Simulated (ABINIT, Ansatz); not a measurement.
**Ca2H3Br (P-3m1): G0W0 with ABINIT, start to end**

Wanted: ground state, empty states, screening and self-energy for Ca2H3Br (P-3m1).

Main program and level: ABINIT 10.8.3; LDA and many-body steps on it, plane waves.

**1. The structure**

The structure is trigonal, space group P-3m1 (No. 164). Conventional cell: a = 3.903 Å, b = 3.903 Å, c = 6.854 Å, α = 90.00°, β = 90.00°, γ = 120.00°. Ca has 7 H at 2.27 to 2.59 Å and 3 Br at 3.12 Å nearest. Nearest to H lie 4 Ca at 2.27 to 2.30 Å. Nearest to H lie 6 H at 2.48 Å and 6 Ca at 2.59 Å. Br has 6 Ca at 3.12 Å nearest. Farther neighbours, and contacts between anions beyond the nearest, are not listed.

The cell and positions are those that the Materials Project relaxed with its own functionals (PBE, PBE+U or r2SCAN), kept fixed.

**2. Ground state**

This step: ABINIT 10.8.3; DFT, LDA, plane waves, norm-conserving pseudopotentials.

The ground-state density comes first.

Contents of run.abi:

```
acell 3*1.0 Angstrom
rprim 
  3.902939985722 0.000000000020 0.000000000000
  -1.951469992878 3.380045177071 0.000000000000
  0.000000000000 0.000000000000 6.853533590000
ntypat 3
znucl 20 1 35
natom 6
typat 1 1 2 2 2 3
xred 
  0.666666666667 0.333333333333 0.185756080000
  0.333333333333 0.666666666667 0.814243920000
  0.666666666667 0.333333333333 0.850475830000
  0.333333333333 0.666666666667 0.149524170000
  0.000000000000 0.000000000000 0.000000000000
  0.000000000000 0.000000000000 0.500000000000
pp_dirpath "pseudos"
pseudos "Ca.upf, H.upf, Br.upf"
ecut 31
ngkpt 6 6 4
nshiftk 1
shiftk 0 0 0
kptopt 1
chksymbreak 0
nband 22
occopt 1
tolvrs 1e-10
nstep 60
prtwf 0
optforces 0
optstress 0
indata_prefix "in"
outdata_prefix "out"
tmpdata_prefix "tmp"
```

Run with:

```console
$ OMP_NUM_THREADS=1 mpirun -n 4 abinit run.abi > log
```

Output:

```text
.Version 10.8.3 of ABINIT. v10.8.2 released Aug 2026.

 Symmetries : space group P-3 m 1 (#164); Bravais hP (primitive hexag.)
================================================================================
 Values of the parameters that define the memory need of the present run
     intxc =       0    ionmov =       0      iscf =       7    lmnmax =       6
     lnmax =       6     mgfft =      72  mpssoang =       3    mqgrid =    3247
     natom =       6  nloc_mem =       1    nspden =       1   nspinor =       1
    nsppol =       1      nsym =      12    n1xccc =    2501    ntypat =       3
    occopt =       1   xclevel =       1
-    mband =          22        mffmem =           1         mkmem =           6
       mpw =        5042          nfft =      115200          nkpt =          24
================================================================================
  Rough estimation (10% accuracy) of disk space for files :
================================================================================

--------------------------------------------------------------------------------
------------- Echo of variables that govern the present computation ------------
--------------------------------------------------------------------------------
 -outvars: echo values of preprocessed input variables --------
            acell      1.8897261259E+00  1.8897261259E+00  1.8897261259E+00 Bohr

      chksymbreak           0
             ecut      3.10000000E+01 Hartree
-          fftalg         312

              ixc       -1012
              kpt      0.00000000E+00  0.00000000E+00  0.00000000E+00
                       1.66666667E-01  0.00000000E+00  0.00000000E+00
                       3.33333333E-01  0.00000000E+00  0.00000000E+00
                       5.00000000E-01  0.00000000E+00  0.00000000E+00
                       1.66666667E-01  1.66666667E-01  0.00000000E+00
                       3.33333333E-01  1.66666667E-01  0.00000000E+00
                       3.33333333E-01  3.33333333E-01  0.00000000E+00
                       0.00000000E+00  0.00000000E+00  2.50000000E-01
                       1.66666667E-01  0.00000000E+00  2.50000000E-01
   [... 13 further rows ...]
                       3.33333333E-01  1.66666667E-01  5.00000000E-01
                       3.33333333E-01  3.33333333E-01  5.00000000E-01
         kptrlatt        6    0    0      0    6    0      0    0    4
          kptrlen      4.42529260E+01
P           mkmem           6
            natom           6
            nband          22
            ngfft          40      40      72
             nkpt          24
            nstep          60
             nsym          12
           ntypat           3
              occ      2.000000  2.000000  2.000000  2.000000  2.000000  2.000000
                       2.000000  2.000000  2.000000  2.000000  2.000000  2.000000
                       2.000000  2.000000  2.000000  0.000000  0.000000  0.000000
                       0.000000  0.000000  0.000000  0.000000
        optforces           0
        optstress           0
            prtwf           0
            rprim      3.9029399857E+00  2.0000000000E-11  0.0000000000E+00
[...]
spgroup         164

           tolvrs      1.00000000E-10

             xred      6.6666666667E-01  3.3333333333E-01  1.8575608000E-01
[...]
znucl       20.00000    1.00000   35.00000

================================================================================

 chkinp: Checking input parameters for consistency.

================================================================================
== DATASET  1 ==================================================================
-   mpi_nproc: 4, omp_nthreads: 1 (-1 if OMP is not activated)

--- !DatasetInfo
iteration_state: {dtset: 1, }
dimensions: {natom: 6, nkpt: 24, mband: 22, nsppol: 1, nspinor: 1, nspden: 1, mpw: 5042, }
cutoff_energies: {ecut:  31.0, pawecutdg:  -1.0, }
electrons: {nelect:   3.00000000E+01, charge:   0.00000000E+00, occopt:   1.00000000E+00, tsmear:   1.00000000E-02, }

 Real(R)+Recip(G) space primitive vectors, cartesian coordinates (Bohr,Bohr^-1):
 R(1)=  7.3754877  0.0000000  0.0000000  G(1)=  0.1355843  0.0782796  0.0000000
 R(2)= -3.6877438  6.3873597  0.0000000  G(2)=  0.0000000  0.1565592  0.0000000
 R(3)=  0.0000000  0.0000000 12.9513015  G(3)=  0.0000000  0.0000000  0.0772123
 Unit cell volume ucvol=  6.1013442E+02 bohr^3
 Angles (23,13,12)=  9.00000000E+01  9.00000000E+01  1.20000000E+02 degrees

 getcut: wavevector=  0.0000  0.0000  0.0000  ngfft=  40  40  72
         ecut(hartree)=     31.000   => boxcut(ratio)=   2.16383

--- Pseudopotential description ------------------------------------------------
- Ca Generated using ONCVPSP code by D. R. Hamann
- 20.00000  10.00000  180309                  znucl, zion, pspdat
12 -1012 2 -1 1724                            pspcod,pspxc,lmax,lloc,mmax
     nproj     2     2     2
  pspatm : epsatm=   12.51424511
         --- l  ekb(1:nproj) -->
[...]
pspatm: atomic psp has been read  and splines computed

- H Generated using ONCVPSP code by D. R. Hamann
-  1.00000   1.00000  180309                  znucl, zion, pspdat
12 -1012 1 -1 1180                            pspcod,pspxc,lmax,lloc,mmax
     nproj     2     1     0
  pspatm : epsatm=    0.35439867
         --- l  ekb(1:nproj) -->
[...]
1   -0.275071
 pspatm: atomic psp has been read  and splines computed

- Br Generated using ONCVPSP code by D. R. Hamann
- 35.00000   7.00000  180309                  znucl, zion, pspdat
12 -1012 2 -1 1084                            pspcod,pspxc,lmax,lloc,mmax
     nproj     2     2     2
  pspatm : epsatm=   10.24179696
         --- l  ekb(1:nproj) -->
[...]
pspatm: atomic psp has been read  and splines computed

   1.09000450E+03                                ecore*ucvol(ha*bohr**3)
--------------------------------------------------------------------------------

_setup2: Arith. and geom. avg. npw (full set) are    5031.188    5031.182

================================================================================

--- !BeginCycle
iteration_state: {dtset: 1, }
solver: {iscf: 7, nstep: 60, nline: 4, wfoptalg: 0, }
tolerances: {tolvrs: 1.00E-10, }

     iter   Etot(hartree)      deltaE(h)  residm     vres2
 ETOT  1  -94.977694    -9.498E+01 6.052E-02 1.152E+03
 ETOT  2  -95.069689    -9.200E-02 1.183E-02 2.616E+02
 ETOT  3  -95.075664    -5.975E-03 3.866E-03 7.421E+01
 ETOT  4  -95.077688    -2.024E-03 4.347E-03 1.881E+00
 ETOT  5  -95.077760    -7.176E-05 2.247E-03 7.365E-02
 ETOT  6  -95.077764    -4.293E-06 2.029E-03 4.360E-03
 ETOT  7  -95.077765    -5.991E-07 1.830E-03 9.870E-05
 ETOT  8  -95.077765    -1.942E-08 1.380E-03 6.386E-06
 ETOT  9  -95.077765    -8.295E-10 1.066E-03 3.300E-07
 ETOT 10  -95.077765    -7.581E-11 8.981E-04 6.199E-09
 ETOT 11  -95.077765    -6.537E-12 5.163E-04 6.950E-10
 ETOT 12  -95.077765    -3.368E-12 5.001E-04 1.079E-10
 ETOT 13  -95.077765     2.075E-12 2.772E-04 6.024E-13

 At SCF step   13       vres2   =  6.02E-13 < tolvrs=  1.00E-10 =>converged.

--- !ResultsGS
iteration_state: {dtset: 1, }
comment   : Summary of ground state results
lattice_vectors:
- [  7.3754877,   0.0000000,   0.0000000, ]
- [ -3.6877438,   6.3873597,   0.0000000, ]
- [  0.0000000,   0.0000000,  12.9513015, ]
lattice_lengths: [   7.37549,    7.37549,   12.95130, ]
lattice_angles: [ 90.000,  90.000, 120.000, ] # degrees, (23, 13, 12)
lattice_volume:   6.1013442E+02
convergence: {deltae:  2.075E-12, res2:  6.024E-13, residm:  2.772E-04, diffor:  0.000E+00, }
etotal    :  -9.50777648E+01
entropy   :   0.00000000E+00
fermie    :   2.07899863E-01
cartesian_stress_tensor: null
pressure_GPa: null
xred      :
- [  6.6667E-01,   3.3333E-01,   1.8576E-01, Ca]
- [  3.3333E-01,   6.6667E-01,   8.1424E-01, Ca]
- [  6.6667E-01,   3.3333E-01,   8.5048E-01,  H]
- [  3.3333E-01,   6.6667E-01,   1.4952E-01,  H]
- [  0.0000E+00,   0.0000E+00,   0.0000E+00,  H]
- [  0.0000E+00,   0.0000E+00,   5.0000E-01, Br]
cartesian_forces: null
force_length_stats: {min: null, max: null, mean: null, }

 Integrated electronic density in atomic spheres:
 ------------------------------------------------
 Atom  Sphere_radius  Integrated_density
[...]
================================================================================

 ----iterations are completed or convergence reached----

 Mean square residual over all n,k,spin=   54.134E-07; max=  27.722E-05
 reduced coordinates (array xred) for    6 atoms
[...]
0.333333      0.666667      0.814244
       0.666667      0.333333      0.850476
       0.333333      0.666667      0.149524
       0.000000      0.000000      0.000000
       0.000000      0.000000      0.500000
 rms dE/dt=  0.0000E+00; max dE/dt=  0.0000E+00; dE/dt below (all hartree)
    1       0.000000      0.000000      0.000000
    2       0.000000      0.000000      0.000000
    3       0.000000      0.000000      0.000000
    4       0.000000      0.000000      0.000000
    5       0.000000      0.000000      0.000000
    6       0.000000      0.000000      0.000000

 cartesian coordinates (angstrom) at end:
    1      1.951470     1.126682     1.273086
    2     -1.133e-11     2.253363     5.580448
    3      1.951470     1.126682     5.828765
    4     -1.133e-11     2.253363     1.024769
    5      0.000000     0.000000     0.000000
    6      0.000000     0.000000     3.426767
 length scales=  1.889726  1.889726  1.889726 bohr
              =  1.000000  1.000000  1.000000 angstroms
 prteigrs : about to open file out_EIG
 Fermi (or HOMO) energy (hartree) =   0.20790   Average Vxc (hartree)=  -0.35671
 Eigenvalues (hartree) for nkpt=  24  k points:
 kpt#   1, nband= 22, wtk=  0.00694, kpt=  0.0000  0.0000  0.0000 (reduced coord)
  -1.30022   -1.29855   -0.61923   -0.60914   -0.60888   -0.60888   -0.60667   -0.60667
  -0.41654   -0.03484   -0.02249    0.06291    0.06291    0.09382    0.19779    0.28001
   0.28001    0.28244    0.28398    0.28398    0.32401    0.32518
 prteigrs : prtvol=0 or 1, do not print more k-points.

--- !EnergyTerms
iteration_state     : {dtset: 1, }
comment             : Components of total free energy in Hartree
kinetic             :  3.257081E+01
hartree             :  1.886767E+01
xc                  : -2.080250E+01
Ewald energy        : -6.330860E+01
psp_core            :  1.786499E+00
local_psp           : -7.249862E+01
non_local_psp       :  8.306978E+00
total_energy        : -9.507776E+01
total_energy_eV     : -2.587198E+03
band_energy         : -1.283522E+01

== END DATASET(S) ==============================================================
================================================================================

 -outvars: echo values of variables after computation  --------
           etotal     -9.5077764798E+01
            nband          22
             nkpt          24
          spgroup         164
 [... the other variables as echoed above ...]

 Calculation completed.
```

Elapsed: 29 s, on 4 MPI ranks of Arm Neoverse V2, shared host; peak memory 0.37 GiB.

Numbers from this step:

```
total energy               : -2587.1978 eV
gap                        : 1.235 eV
k of the valence top       : 0, 0, 0.5
k of the conduction bottom : 0.1667, 0.1667, 0.5
least direct gap           : 1.517 eV
```

The gap is indirect, with the least direct gap 0.28 eV higher.

**3. Empty states on the mesh, 3×3×2 mesh, 177 bands**

The sums over transitions need many empty states on a uniform mesh; this step solves for them.

Changes to run.abi since step 2:

```diff
@@ -19,3 +19,3 @@
 ecut 31
-ngkpt 6 6 4
+ngkpt 3 3 2
 nshiftk 1
@@ -24,9 +24,10 @@
 chksymbreak 0
-nband 22
-occopt 1
-tolvrs 1e-10
+iscf -2
+irdden 1
+istwfk *1
+nband 177
+nbdbuf 16
+tolwfr 1e-09
 nstep 60
-prtwf 0
-optforces 0
-optstress 0
+prtvol 0
 indata_prefix "in"
```

Output:

```text
.Version 10.8.3 of ABINIT. v10.8.2 released Aug 2026.

 Symmetries : space group P-3 m 1 (#164); Bravais hP (primitive hexag.)
[... echo of the input left out ...]
== DATASET  1 ==================================================================
-   mpi_nproc: 4, omp_nthreads: 1 (-1 if OMP is not activated)

--- !DatasetInfo
iteration_state: {dtset: 1, }
dimensions: {natom: 6, nkpt: 6, mband: 177, nsppol: 1, nspinor: 1, nspden: 1, mpw: 5073, }
cutoff_energies: {ecut:  31.0, pawecutdg:  -1.0, }
electrons: {nelect:   3.00000000E+01, charge:   0.00000000E+00, occopt:   1.00000000E+00, tsmear:   1.00000000E-02, }

 Real(R)+Recip(G) space primitive vectors, cartesian coordinates (Bohr,Bohr^-1):
 R(1)=  7.3754877  0.0000000  0.0000000  G(1)=  0.1355843  0.0782796  0.0000000
 R(2)= -3.6877438  6.3873597  0.0000000  G(2)=  0.0000000  0.1565592  0.0000000
 R(3)=  0.0000000  0.0000000 12.9513015  G(3)=  0.0000000  0.0000000  0.0772123
 Unit cell volume ucvol=  6.1013442E+02 bohr^3
 Angles (23,13,12)=  9.00000000E+01  9.00000000E+01  1.20000000E+02 degrees

 getcut: wavevector=  0.0000  0.0000  0.0000  ngfft=  40  40  72
         ecut(hartree)=     31.000   => boxcut(ratio)=   2.16383

--- Pseudopotential description ------------------------------------------------
- Ca Generated using ONCVPSP code by D. R. Hamann
- 20.00000  10.00000  180309                  znucl, zion, pspdat
12 -1012 2 -1 1724                            pspcod,pspxc,lmax,lloc,mmax
     nproj     2     2     2
  pspatm : epsatm=   12.51424511
         --- l  ekb(1:nproj) -->
             0   10.026170    0.975458
             1    2.942990    0.445396
             2   -3.490458   -1.115963
 pspatm: atomic psp has been read  and splines computed

- H Generated using ONCVPSP code by D. R. Hamann
-  1.00000   1.00000  180309                  znucl, zion, pspdat
12 -1012 1 -1 1180                            pspcod,pspxc,lmax,lloc,mmax
     nproj     2     1     0
  pspatm : epsatm=    0.35439867
         --- l  ekb(1:nproj) -->
[...]
1   -0.275071
 pspatm: atomic psp has been read  and splines computed

- Br Generated using ONCVPSP code by D. R. Hamann
- 35.00000   7.00000  180309                  znucl, zion, pspdat
12 -1012 2 -1 1084                            pspcod,pspxc,lmax,lloc,mmax
     nproj     2     2     2
  pspatm : epsatm=   10.24179696
         --- l  ekb(1:nproj) -->
[...]
pspatm: atomic psp has been read  and splines computed

--------------------------------------------------------------------------------

================================================================================
 prteigrs : about to open file out_EIG
 Non-SCF case, kpt    1 (  0.00000  0.00000  0.00000), residuals and eigenvalues=
  2.98E-10  3.95E-10  5.56E-10  3.42E-10  2.62E-10  4.90E-10  1.65E-10  2.79E-10
  1.27E-10  1.18E-10  1.55E-10  2.22E-10  5.11E-10  6.90E-10  9.61E-11  1.92E-10
  4.60E-10  2.59E-10  1.46E-10  3.99E-10  1.98E-10  3.76E-10  8.21E-10  1.81E-10
[...]
1.37E-03
 -1.3002E+00 -1.2985E+00 -6.1923E-01 -6.0914E-01 -6.0888E-01 -6.0888E-01
 -6.0667E-01 -6.0667E-01 -4.1654E-01 -3.4835E-02 -2.2494E-02  6.2907E-02
  6.2907E-02  9.3820E-02  1.9779E-01  2.8001E-01  2.8001E-01  2.8244E-01
[...]
2.8588E+00  2.8588E+00  2.9070E+00  2.9113E+00  2.9189E+00  2.9195E+00
  2.9195E+00  2.9659E+00  2.9892E+00  3.0016E+00  3.0098E+00  3.0100E+00
[...]
prteigrs : prtvol=0 or 1, do not print more k-points.

--- !ResultsGS
iteration_state: {dtset: 1, }
comment   : Summary of ground state results
lattice_vectors:
- [  7.3754877,   0.0000000,   0.0000000, ]
- [ -3.6877438,   6.3873597,   0.0000000, ]
- [  0.0000000,   0.0000000,  12.9513015, ]
lattice_lengths: [   7.37549,    7.37549,   12.95130, ]
lattice_angles: [ 90.000,  90.000, 120.000, ] # degrees, (23, 13, 12)
lattice_volume:   6.1013442E+02
convergence: {deltae:  0.000E+00, res2:  0.000E+00, residm:  9.944E-10, diffor:  0.000E+00, }
etotal    :  -9.50777648E+01
entropy   :   0.00000000E+00
fermie    :   2.07899863E-01
cartesian_stress_tensor: null
pressure_GPa: null
xred      :
- [  6.6667E-01,   3.3333E-01,   1.8576E-01, Ca]
- [  3.3333E-01,   6.6667E-01,   8.1424E-01, Ca]
- [  6.6667E-01,   3.3333E-01,   8.5048E-01,  H]
- [  3.3333E-01,   6.6667E-01,   1.4952E-01,  H]
- [  0.0000E+00,   0.0000E+00,   0.0000E+00,  H]
- [  0.0000E+00,   0.0000E+00,   5.0000E-01, Br]
cartesian_forces: null
force_length_stats: {min: null, max: null, mean: null, }

 Integrated electronic density in atomic spheres:
 ------------------------------------------------
 Atom  Sphere_radius  Integrated_density
[...]
================================================================================

 ----iterations are completed or convergence reached----

 Mean square residual over all n,k,spin=   45.301E-11; max=  99.438E-11
 reduced coordinates (array xred) for    6 atoms
[...]
0.000000      0.000000      0.000000
       0.000000      0.000000      0.500000

 cartesian coordinates (angstrom) at end:
    1      1.951470     1.126682     1.273086
    2     -1.133e-11     2.253363     5.580448
    3      1.951470     1.126682     5.828765
    4     -1.133e-11     2.253363     1.024769
    5      0.000000     0.000000     0.000000
    6      0.000000     0.000000     3.426767
 length scales=  1.889726  1.889726  1.889726 bohr
              =  1.000000  1.000000  1.000000 angstroms
 prteigrs : about to open file out_EIG
 Eigenvalues (hartree) for nkpt=   6  k points:
 kpt#   1, nband=177, wtk=  0.05556, kpt=  0.0000  0.0000  0.0000 (reduced coord)
[...]
2.84963    2.84963    2.85877    2.85877    2.90696    2.91127    2.91891    2.91945
   2.91945    2.96594    2.98920    3.00156    3.00980    3.00996    3.03988    3.04757
   3.05198
 prteigrs : prtvol=0 or 1, do not print more k-points.

== END DATASET(S) ==============================================================
================================================================================

 -outvars: echo values of variables after computation  --------
            nband         177
             nkpt           6
          spgroup         164
 [... the other variables as echoed above ...]

 Calculation completed.
```

It took 59 s on 4 MPI ranks; peak memory 0.38 GiB; 3.9 min of CPU time.

Read from the output:

```
gap                                                           : 1.394 eV
k of the valence top                                          : 0, 0, 0.5
k of the conduction bottom                                    : 0.3333, 0, 0.5
least direct gap                                              : 1.517 eV
k points computed                                             : 6
lowest point of the top converged band, above the valence top : 68.4883 eV
```

On this mesh the gap is 1.394 eV. The earlier step found 1.235 eV, so this mesh misses an edge.

(Part 1 of 2 ends here.)

[Long decimals in the printed logs are rounded to 6 places.]

[Logs are printed without paths, hosts, clocks, repeated set-up lines and the standing remarks that a program may print on its own settings, such as how far it seeks lower states.]

[Paths, hosts, dates, memory and timing lines, banners, echoed tables and standing remarks are left out of the program output; an Ansatz launch command may be rebuilt from the run's recorded settings. Measured values are a selection of at most five: reports struck by readers or far from the other reports are left out. None is set beside runs whose start may be inverted or whose files or cutoffs have a known fault.]

[Runs of the session that timed out or met a known fault of the program may be left out.]

[Hosts, paths, dates, database ids (printed as entryN), source tags and the programs' standing remarks are cut or masked in the printed files.]

[G0W0 gaps are taken among the corrected bands and points alone; a level outside them can change the order at an edge.]

[Where Ansatz stands beside ABINIT at settings called matched, ABINIT's density can come from a denser mesh and the files from another edition; pairs whose starting gaps differed by over 0.03 eV were left out, so agreement reads better than it is.]
